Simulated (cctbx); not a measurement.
# Accept or mend?

Cell a = 11.5630 Å, b = 11.5630 Å, c = 11.5630 Å, α = 90.00°, β = 90.00°, γ = 90.00°; space group Fm-3m (no. 225).

Simulated single-crystal data (cctbx): synchrotron X-rays, λ = 0.4959 Å, to d = 0.8 Å, 50 % of the full sphere, strongest reflection 40000 counts, noise from counting, a 2 % proportional error and a noise floor of 8 counts (s.d.); no absorption, and some extinction, which the refinements don't model.

An anisotropic refinement with weights 1/σ² prints:

```text
Rint 0.023, 111 unique reflections to 0.80 A
cycle     R1     wR2    GooF  max shift (A)
   1  0.2115  0.4852  42.531   0.00301
   5  0.1006  0.2040  17.885   0.00000
final R1 0.1006 wR2 0.2040 GooF 17.883  parameters 6  data/parameter 18.5
atom        x        y        z      Ueq    occ   su(xyz)  su(Uiso or U11)
Ir1    0.00000  0.00000  0.00000   0.0228  1.000  0.00000  0.0015
Br1    0.23688  0.00000  0.00000   0.0077  1.000  0.00031  0.0018
Na1    0.50000  0.00000  0.00000   0.0427  1.000  0.00000  0.0146
Na2    0.25000  0.25000  0.75000   4.7791  1.000  0.00000 18.2530
difference map: max 20.16 min -4.77 rms 1.15
Q1    0.2500  0.2500  0.2500    8   20.16  0.00 A from Na2
Q2    0.0000  0.0000  0.2490   24   11.54  0.14 A from Br1
Q3    0.0000  0.0000  0.0997   24    1.19  1.15 A from Ir1
Q4    0.0000  0.0000  0.5000    4    0.98  0.00 A from Na1
Q5    0.0000  0.0000  0.4127   24    0.63  1.01 A from Na1
Q6    0.0000  0.0870  0.1454   96    0.56  1.46 A from Br1
```

Q: Accept it or mend it, and why?

Mend it. The fault: wrong element: Br1 is I. Against the right model at the same level, R1 goes from 0.0067 to 0.1006 and GooF from 1.01 to 17.88, U of Br1 shrinks from 0.0188 to 0.0077 Å², U of Ir1 swells from 0.0154 to 0.0228 Å² and the top difference peak, 20.2 e/Å³, lies on Na2. Br1 has 18 electrons too few and its U shrinks to make up, as expected.

The compound is Na3IrI6. The right model at the same level gives:

```text
Rint 0.023, 111 unique reflections to 0.80 A
cycle     R1     wR2    GooF  max shift (A)
   1  0.0072  0.0126   1.108   0.00000
   2  0.0067  0.0115   1.010   0.00000
final R1 0.0067 wR2 0.0115 GooF 1.010  parameters 6  data/parameter 18.5
atom        x        y        z      Ueq    occ   su(xyz)  su(Uiso or U11)
Ir1    0.00000  0.00000  0.00000   0.0154  1.000  0.00000  0.0001
I1     0.23729  0.00000  0.00000   0.0188  1.000  0.00002  0.0001
Na1    0.50000  0.00000  0.00000   0.0284  1.000  0.00000  0.0007
Na2    0.25000  0.25000  0.75000   0.0321  1.000  0.00000  0.0006
difference map: max 0.17 min -0.49 rms 0.07
Q1    0.0000  0.1241  0.3102   96    0.18  1.66 A from I1
Q2    0.0000  0.0000  0.1476   24    0.15  1.04 A from I1
Q3    0.0846  0.1461  0.3539   96    0.15  2.37 A from I1
Q4    0.1231  0.1231  0.2011   96    0.13  2.06 A from I1
Q5    0.0000  0.1497  0.1497   48    0.11  2.01 A from I1
Q6    0.0000  0.1037  0.2025   96    0.11  1.26 A from I1
```

Isotropic U is held between 0.0001 and 1 Å² by the program, and listed peak heights are interpolated, so they can pass the grid's maximum.

The model is made up (kin elements in a known structure type, no relaxation), so it says nothing on whether the phase exists.

[Middle refinement cycles are left out of these outputs.]

[Logs are printed without paths, hosts, clocks, repeated set-up lines and the standing remarks that a program may print on its own settings, such as how far it seeks lower states.]
